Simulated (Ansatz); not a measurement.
# λ, α²F and ρ(T) of Au-Ti-Ti-Au stack of (111) layers

Wanted: the electron–phonon coupling λ, α²F(ω) and the phonon-limited resistivity of Au-Ti-Ti-Au stack of (111) layers, on meshes from cheap to dear.

Calculated with Ansatz 0.2.0; DFT LDA, scalar-relativistic, plane waves, PAW; PAW set soft_1.

Most raw output is cut from this account.

In doubt: the program doubts the meshes or the phonons of the coupling sums (steps 6, 7, 8), which bears on λ, Tc and transport values.

## (1) Set-up

The cell holds 4 atoms: 2 Au and 2 Ti. Cell: a = 2.923 Å, b = 2.923 Å, c = 18.159 Å, α = 90.0°, β = 90.0°, γ = 120.0°. Vacuum lies along c.

## (2) Rough relaxation

The start is far from rest, so a relaxation with loose thresholds does the first part.

input.yaml reads:

```yaml
crystal:
  lattice:
    - [2.92265, 0.0, 0.0]
    - [-1.46133, 2.53109, 0.0]
    - [0.0, 0.0, 18.15901]
  atoms:
    - { symbol: Au, position: [0.0, 0.0, 0.30287993] }
    - { symbol: Ti, position: [0.33333333, 0.66666667, 0.43429331] }
    - { symbol: Ti, position: [0.66666667, 0.33333333, 0.56570669] }
    - { symbol: Au, position: [0.0, 0.0, 0.69712007] }
  periodic: [true, true, false]
kpoints:
  mp_grid: { grid: [9, 9, 1] }
hamiltonian:
  xc: lda
  pseudopotentials: { kind: paw, azcp: { folder: soft_1 }, xc_functional: pbe }
scf:
  occupations: { method: gaussian, width: 0.1 }
output:
  forces: true
  stress: true
  eigenvalues: true
relax:
  adjacent_minimum: "off"
  f_tol: 0.05
  max_steps: 80
  cell: { stress_2d_tol: 0.02 }
```

The run is started by

```bash
> ansatz run input.yaml --threads 4 --pin off --max-ram 12288MiB --backend cpu --events-out ev --progress --plain --runs-dir out
```

The job ended after 24 s (4 threads of Arm Neoverse V1, shared host; peak memory 0.66 GiB; 89 s of CPU time).

Step by step:

| step | energy less that of the first step (eV) | largest force component (eV/Å) | volume (Å³) |
| --- | --- | --- | --- |
| 1 | 0.0000 | 1.0451 | 281.98 |
| 2 | -0.4317 | 0.4355 | 270.66 |
| 3 | -0.5438 | 0.1467 | 270.05 |
| 4 | -0.5645 | 0.0373 | 274.25 |
| 5 | -0.5706 | 0.1292 | 279.21 |
| 6 | -0.5715 | 0.0117 | 279.53 |
| 7* | -0.5713 | 0.0119 | 279.53 |

Relaxation steps marked * repeat the geometry before them on a plane-wave basis chosen anew for their cell, so energy and pressure can jump there.

Forces are held to the 12 operations that the run works with; a distortion that breaks them can't arise in this run.

| cell as run | before | after | change |
| --- | --- | --- | --- |
| a (Å) | 2.923 | 2.910 | -0.4 % |
| b (Å) | 2.923 | 2.910 | -0.4 % |

The atoms that moved most (Å, along periodic axes as changes of fractional coordinates times the final cell, across vacuum about the mean position):

| atom | dx | dy | dz | length |
| --- | --- | --- | --- | --- |
| Au1 | 0.000 | 0.000 | 0.413 | 0.413 |
| Au4 | 0.000 | 0.000 | -0.413 | 0.413 |
| Ti3 | 0.000 | 0.000 | -0.145 | 0.145 |
| Ti2 | 0.000 | 0.000 | 0.145 | 0.145 |

The relaxed structure:

```xyz
4
Lattice="2.9100 0.0000 0.0000 -1.4550 2.5201 0.0000 0.0000 0.0000 38.1180" Properties=species:S:1:pos:R:3
Au    0.0000    0.0000    5.9128
Ti    0.0000    1.6801    8.0318
Ti    1.4550    0.8400   10.1272
Au    0.0000    0.0000   12.2462
```

Numbers from this step:

```
metallic on mesh  : yes
gap on the k-mesh : 0 eV
```

The relaxation ends with a largest force component of 0.012 eV/Å.

## (3) Relaxation

Lattice constant and positions set the bands and the force constants, so the cell is relaxed first.

input.yaml, the sections that differ from step 2:

```yaml
crystal:
  lattice:
    - [2.9099603224, 2.8742e-06, 0.0]
    - [-1.4549826504, 2.5200981261, 0.0]
    - [0.0, 0.0, 38.1180212893]
  atoms:
    - { symbol: Au, position: [0.0, 0.0, 0.1551188052] }
    - { symbol: Ti, position: [0.3333333333, 0.6666666667, 0.2107082125] }
    - { symbol: Ti, position: [0.6666666667, 0.3333333333, 0.2656808913] }
    - { symbol: Au, position: [0.0, 0.0, 0.3212702986] }
  periodic: [true, true, false]
kpoints:
  mp_grid: { grid: [12, 12, 1] }
relax:
  adjacent_minimum: "off"
  f_tol: 0.005
  max_steps: 80
  cell: { stress_2d_tol: 0.02 }
# hamiltonian, scf, output: as in step 2
```

Elapsed: 25 s, on 4 threads; peak memory 0.71 GiB.

The steps of the relaxation:

| step | energy less that of the first step (eV) | largest force component (eV/Å) | volume (Å³) |
| --- | --- | --- | --- |
| 1 | 0.0000 | 0.0135 | 279.53 |
| 2 | -0.0003 | 0.0325 | 280.46 |
| 3 | -0.0001 | 0.0323 | 280.69 |
| 4 | -0.0003 | 0.0022 | 280.82 |
| 5 | -0.0004 | 0.0022 | 280.82 |

The log counts 1 steps on a newly chosen plane-wave basis, not all of them marked here; energy and pressure can jump at such steps. Relaxation step 3 was tried and not accepted.

| cell as run | before | after | change |
| --- | --- | --- | --- |
| a (Å) | 2.910 | 2.917 | +0.2 % |
| b (Å) | 2.910 | 2.917 | +0.2 % |

The atoms that moved most (Å, along periodic axes as changes of fractional coordinates times the final cell, across vacuum about the mean position):

| atom | dx | dy | dz | length |
| --- | --- | --- | --- | --- |
| Au4 | 0.000 | 0.000 | -0.011 | 0.011 |
| Au1 | 0.000 | 0.000 | 0.011 | 0.011 |

Final coordinates:

```xyz
4
Lattice="2.9167 0.0000 0.0000 -1.4583 2.5259 0.0000 0.0000 0.0000 38.1180" Properties=species:S:1:pos:R:3
Au    0.0000    0.0000    5.9236
Ti    0.0000    1.6839    8.0332
Ti    1.4583    0.8420   10.1258
Au    0.0000    0.0000   12.2354
```

## (4) Tight relaxation

Phonons are second derivatives about the minimum, so the remaining forces must be small: the thresholds are tightened.

input.yaml, the sections that differ from step 3:

```yaml
crystal:
  lattice:
    - [2.9166591035, 2.8809e-06, 0.0]
    - [-1.4583320467, 2.5258994374, 0.0]
    - [0.0, 0.0, 38.1180212893]
  atoms:
    - { symbol: Au, position: [0.0, 0.0, 0.1554023904] }
    - { symbol: Ti, position: [0.3333333333, 0.6666666667, 0.2107447566] }
    - { symbol: Ti, position: [0.6666666667, 0.3333333333, 0.2656443472] }
    - { symbol: Au, position: [0.0, 0.0, 0.3209867134] }
  periodic: [true, true, false]
scf:
  occupations: { method: methfessel_paxton, width: 0.2 }
relax:
  adjacent_minimum: "off"
  f_tol: 0.001
  max_steps: 60
  cell: { stress_2d_tol: 0.002 }
# kpoints, hamiltonian, output: as in step 3
```

It took 26 s on 4 threads; peak memory 0.71 GiB; 1.7 min of CPU time.

Little changed from the start: no atom moved by 0.005 Å and no cell edge by 0.1 %.

## (5) Phonons: q 2×2×1, k 6×6×1

Couplings are defined for a stable lattice alone, so phonons come first.

input.yaml reads:

```yaml
crystal:
  lattice:
    - [2.9172558984, 2.8815e-06, 0.0]
    - [-1.4586304446, 2.5264162766, 0.0]
    - [0.0, 0.0, 38.1180212893]
  atoms:
    - { symbol: Au, position: [0.0, 0.0, 0.1554389952] }
    - { symbol: Ti, position: [0.3333333333, 0.6666666667, 0.2107614419] }
    - { symbol: Ti, position: [0.6666666667, 0.3333333333, 0.2656276619] }
    - { symbol: Au, position: [0.0, 0.0, 0.3209501086] }
  periodic: [true, true, false]
kpoints:
  mp_grid: { grid: [6, 6, 1] }
hamiltonian:
  xc: lda
  pseudopotentials: { kind: paw, azcp: { folder: soft_1 }, xc_functional: pbe }
scf:
  occupations: { method: methfessel_paxton, width: 0.2 }
output:
  eigenvalues: true
phonons:
  method: dfpt
  qmesh: [2, 2, 1]
  temperatures: { t_max: 1000, t_step: 50 }
  qpath:
    path:
      - [0.0, 0.0, 0.0]
      - [0.5, 0.0, 0.0]
      - [0.33333333, 0.33333333, 0.0]
      - [0.0, 0.0, 0.0]
    npoints: 10
```

It took 2.8 min on 4 threads; peak memory 1.1 GiB; 11 min of CPU time.

Numbers from this step:

```
zero point energy                                                              : 0.1092 eV/cell
share of imaginary modes in the plain interpolation between solved wavevectors : 0.0011
highest frequency, solved or plainly interpolated                              : 333.6 cm⁻¹
```

Solved on the 2×2×1 mesh alone; all other wavevectors are interpolated. Phonon branches along the path, in cm⁻¹:

| point | branch 1 | branch 2 | branch 3 | branch 4 | branch 9 | branch 10 | branch 11 | branch 12 |
| --- | --- | --- | --- | --- | --- | --- | --- | --- |
| Γ | 0 | 0 | 0 | 37 | 174 | 174 | 200 | 334 |
| halfway | 32 | 44 | 47 | 65 | 187 | 211 | 263 | 324 |
| M | 46 | 55 | 55 | 64 | 225 | 241 | 314 | 317 |
| halfway | 58 | 60 | 70 | 70 | 217 | 264 | 308 | 311 |
| K | 56 | 65 | 91 | 91 | 198 | 292 | 299 | 299 |
| halfway | 41 | 53 | 60 | 64 | 179 | 238 | 269 | 321 |
| Γ | 0 | 0 | 0 | 37 | 174 | 174 | 200 | 334 |

Among the solved wavevectors the lowest mode, translations apart, is 37.1 cm⁻¹, so these are real on this k mesh.

## (6) Electron–phonon run: q 2×2×1, k 6×6×1, scattering 12×12×1

A first run on coarse meshes.

Changes to input.yaml since step 5:

```diff
@@ -31 +31,6 @@
     npoints: 10
+  electrical_resistivity:
+    mesh: [12, 12, 1]
+    temperatures: [20.0, 50.0, 77.0, 100.0, 150.0, 200.0, 300.0, 400.0, 600.0, 800.0]
+  superconductivity: { mesh: [12, 12, 1], eliashberg_equations: false }
+  electron_occupations: "off"
```

Elapsed: 3.3 min, on 4 threads; peak memory 2.6 GiB; 12 min of CPU time.

This step gave:

| Item | Value |
| --- | --- |
| cell height | 38.12 Å |
| sheet resistance 300K | 406.4 Ω/square, mean in the plane |
| resistivity at 300 K | 154.9 μΩ cm, mean of the axes, of the whole cell with its vacuum |
| coupling constant λ | 0.6384 |
| density of states at the Fermi level | 1.665 states/eV a spin and cell |
| log mean phonon energy ħω_log | 9.01 meV |
| transport coupling constant λ_tr | 0.6847, 0.6847, 0 (xx, yy, zz) |
| Drude plasma energy | 2.558, 2.558, 0 eV (xx, yy, zz), of the whole cell with its vacuum |
| second-moment phonon energy ħω₂ | 16.82 meV |

The Eliashberg function α²F has structure finer than the step of the table below, so its rows give means over 2 meV, whole bins alone (the curve runs from 0.162 to 41.2 meV). Peaks (meV: height): α²F 6.9: 0.336, 7.9: 0.268, 21.5: 0.262, 23.4: 0.343, 25.4: 0.238, 27.6: 0.195, 39.3: 0.173; α²F tr 6.9: 0.362, 13.4: 0.125, 21.5: 0.278, 25.4: 0.183, 35.7: 0.113, 39.3: 0.140.

The Eliashberg function α²F by phonon energy; means over each step:

| phonon energy (meV) | α²F | α²F tr |
| --- | --- | --- |
| 2 | 0.0259 | 0.0270 |
| 4 | 0.0612 | 0.0839 |
| 6 | 0.215 | 0.246 |
| 8 | 0.186 | 0.203 |
| 10 | 0.0355 | 0.0415 |
| 12 | 0.0453 | 0.0553 |
| 14 | 0.0513 | 0.0912 |
| 16 | 0.0494 | 0.0523 |
| 18 | 0.100 | 0.0770 |
| 20 | 0.0848 | 0.0809 |
| 22 | 0.238 | 0.218 |
| 24 | 0.204 | 0.160 |
| 26 | 0.190 | 0.139 |
| 28 | 0.0962 | 0.0802 |
| 30 | 0.0727 | 0.0801 |
| 32 | 0.0797 | 0.0750 |
| 34 | 0.0874 | 0.0737 |
| 36 | 0.0963 | 0.0955 |
| 38 | 0.0847 | 0.0686 |
| 40 | 0.0830 | 0.0702 |

The program warns of modes at or below zero frequency in the interpolation and leaves them out of its thermodynamic sums. Some states were left unconverged by the eigensolver. By its own test the run is not converged in the mesh. λ = 0.638 and 406 Ω per square at 300 K. The run's own test puts 11 % between its two finest meshes on the component of the resistivity at 300 K that moves most, so it is not converged. By the run's own test λ moves by 29 % between its two finest scattering meshes.

## (7) Coupling and resistivity: q 3×3×1, k 9×9×1, scattering 12×12×1

The next rung changes the q mesh, which sets the reach of the force constants and couplings; the k mesh of the density and its response; the phonon self-energy between the q points, now taken in.

Changes to input.yaml since step 6:

```diff
@@ -12,3 +12,3 @@
 kpoints:
-  mp_grid: { grid: [6, 6, 1] }
+  mp_grid: { grid: [9, 9, 1] }
 hamiltonian:
@@ -22,3 +22,3 @@
   method: dfpt
-  qmesh: [2, 2, 1]
+  qmesh: [3, 3, 1]
   temperatures: { t_max: 1000, t_step: 50 }
@@ -34,3 +34,2 @@
     temperatures: [20.0, 50.0, 77.0, 100.0, 150.0, 200.0, 300.0, 400.0, 600.0, 800.0]
-  superconductivity: { mesh: [12, 12, 1], eliashberg_equations: false }
-  electron_occupations: "off"
+  superconductivity: { mesh: [12, 12, 1] }
```

Wall time 11 min (4 threads); peak memory 3.6 GiB; 45 min of CPU time.

Numbers from this step:

| Property | Result |
| --- | --- |
| zero point energy | 0.1110 eV/cell |
| share of imaginary modes in the plain interpolation between solved wavevectors | 0 |
| highest frequency, solved or plainly interpolated | 342.8 cm⁻¹ |
| sheet resistance 300K | 405.2 Ω/square, mean in the plane |
| resistivity at 300 K | 154.4 μΩ cm, mean of the axes, of the whole cell with its vacuum |
| coupling constant λ | 0.5475 |
| density of states at the Fermi level | 1.518 states/eV a spin and cell |
| log mean phonon energy ħω_log | 10.23 meV |
| transport coupling constant λ_tr | 0.5695, 0.5695, 0 (xx, yy, zz) |
| Drude plasma energy | 2.178, 2.178, 0 eV (xx, yy, zz), of the whole cell with its vacuum |
| second-moment phonon energy ħω₂ | 17.52 meV |

The program warns of modes at or below zero frequency in the interpolation and leaves them out of its thermodynamic sums. Some states were left unconverged by the eigensolver. By its own test the run is not converged in the mesh. λ = 0.547 and 405 Ω per square at 300 K, against 0.638 and 406 in the run with q 2×2×1, k 6×6×1, scattering 12×12×1 (-14.2 % and -0.3 %). By the run's own test λ moves by 596 % between its two finest scattering meshes.

## (8) Electron–phonon run: scattering mesh 24×24×1

The next rung changes the scattering mesh, which samples the Fermi surface.

Changes to input.yaml since step 7:

```diff
@@ -32,4 +32,4 @@
   electrical_resistivity:
-    mesh: [12, 12, 1]
+    mesh: [24, 24, 1]
     temperatures: [20.0, 50.0, 77.0, 100.0, 150.0, 200.0, 300.0, 400.0, 600.0, 800.0]
-  superconductivity: { mesh: [12, 12, 1] }
+  superconductivity: { mesh: [24, 24, 1] }
```

The job ended after 12 min (4 threads; peak memory 3.6 GiB).

This step gave:

| Quantity | Value |
| --- | --- |
| sheet resistance 300K | 472.5 Ω/square, mean in the plane |
| resistivity at 300 K | 180.1 μΩ cm, mean of the axes, of the whole cell with its vacuum |
| coupling constant λ | 0.5784 |
| density of states at the Fermi level | 1.496 states/eV a spin and cell |
| log mean phonon energy ħω_log | 9.988 meV |
| transport coupling constant λ_tr | 0.584, 0.584, 0 (xx, yy, zz) |
| Drude plasma energy | 1.961, 1.961, 0 eV (xx, yy, zz), of the whole cell with its vacuum |
| second-moment phonon energy ħω₂ | 17.73 meV |

Eliashberg function α²F against phonon energy; read off at these points:

| phonon energy (meV) | α²F | α²F tr |
| --- | --- | --- |
| 0.2 | 1.0e-4 | 0 |
| 1.2 | 0.0148 | 0.0077 |
| 2.5 | 0.0211 | 0.0225 |
| 3.5 | 0.0331 | 0.0384 |
| 4.8 | 0.0944 | 0.140 |
| 5.8 | 0.155 | 0.176 |
| 7.1 | 0.173 | 0.243 |
| 8.1 | 0.283 | 0.251 |
| 8.4 | 0.286 | 0.252 |
| 9.1 | 0.134 | 0.144 |
| 10.4 | 0.0154 | 0.0149 |
| 11.4 | 0.0256 | 0.027 |
| 12.7 | 0.053 | 0.0579 |
| 13.7 | 0.0285 | 0.0488 |
| 15.0 | 0.0231 | 0.0364 |
| 16.0 | 0.0917 | 0.0552 |
| 16.3 | 0.173 | 0.0868 |
| 17.0 | 0.0824 | 0.0677 |
| 18.3 | 0.0819 | 0.0743 |
| 19.3 | 0.0936 | 0.0902 |
| 20.6 | 0.0526 | 0.051 |
| 21.6 | 0.0503 | 0.0381 |
| 22.9 | 0.181 | 0.205 |
| 23.9 | 0.458 | 0.315 |
| 24.6 | 0.471 | 0.388 |
| 25.2 | 0.0586 | 0.0732 |
| 26.2 | 0.074 | 0.0762 |
| 27.2 | 0.0964 | 0.084 |
| 28.2 | 0.344 | 0.273 |
| 28.5 | 0.303 | 0.262 |
| 29.5 | 0.121 | 0.116 |
| 30.8 | 0.129 | 0.119 |
| 31.8 | 0.0898 | 0.0603 |
| 33.1 | 0.0812 | 0.0621 |
| 34.1 | 0.0739 | 0.103 |
| 35.1 | 0.0583 | 0.078 |
| 36.4 | 0.0785 | 0.0639 |
| 37.4 | 0.0718 | 0.0449 |
| 38.7 | 0.0904 | 0.0687 |
| 39.1 | 0.233 | 0.212 |
| 39.7 | 0.0315 | 0.0316 |
| 41.0 | 0.0176 | 0.0126 |
| 42.0 | 0.0721 | 0.0707 |

The program warns of modes at or below zero frequency in the interpolation and leaves them out of its thermodynamic sums. Some states were left unconverged by the eigensolver. By its own test the run is not converged in the mesh. λ = 0.578 and 472 Ω per square at 300 K, against 0.547 and 405 in the run with q 3×3×1, k 9×9×1, scattering 12×12×1 (+5.6 % and +16.6 %). The run's own test puts 14 % between its two finest meshes on the component of the resistivity at 300 K that moves most.

(Part 1 of 2 ends here.)

[Logs are printed without paths, hosts, clocks, repeated set-up lines and the standing remarks that a program may print on its own settings, such as how far it seeks lower states.]

[Hosts, paths, dates, database ids (printed as entryN), source tags and the programs' standing remarks are cut or masked in the printed files.]
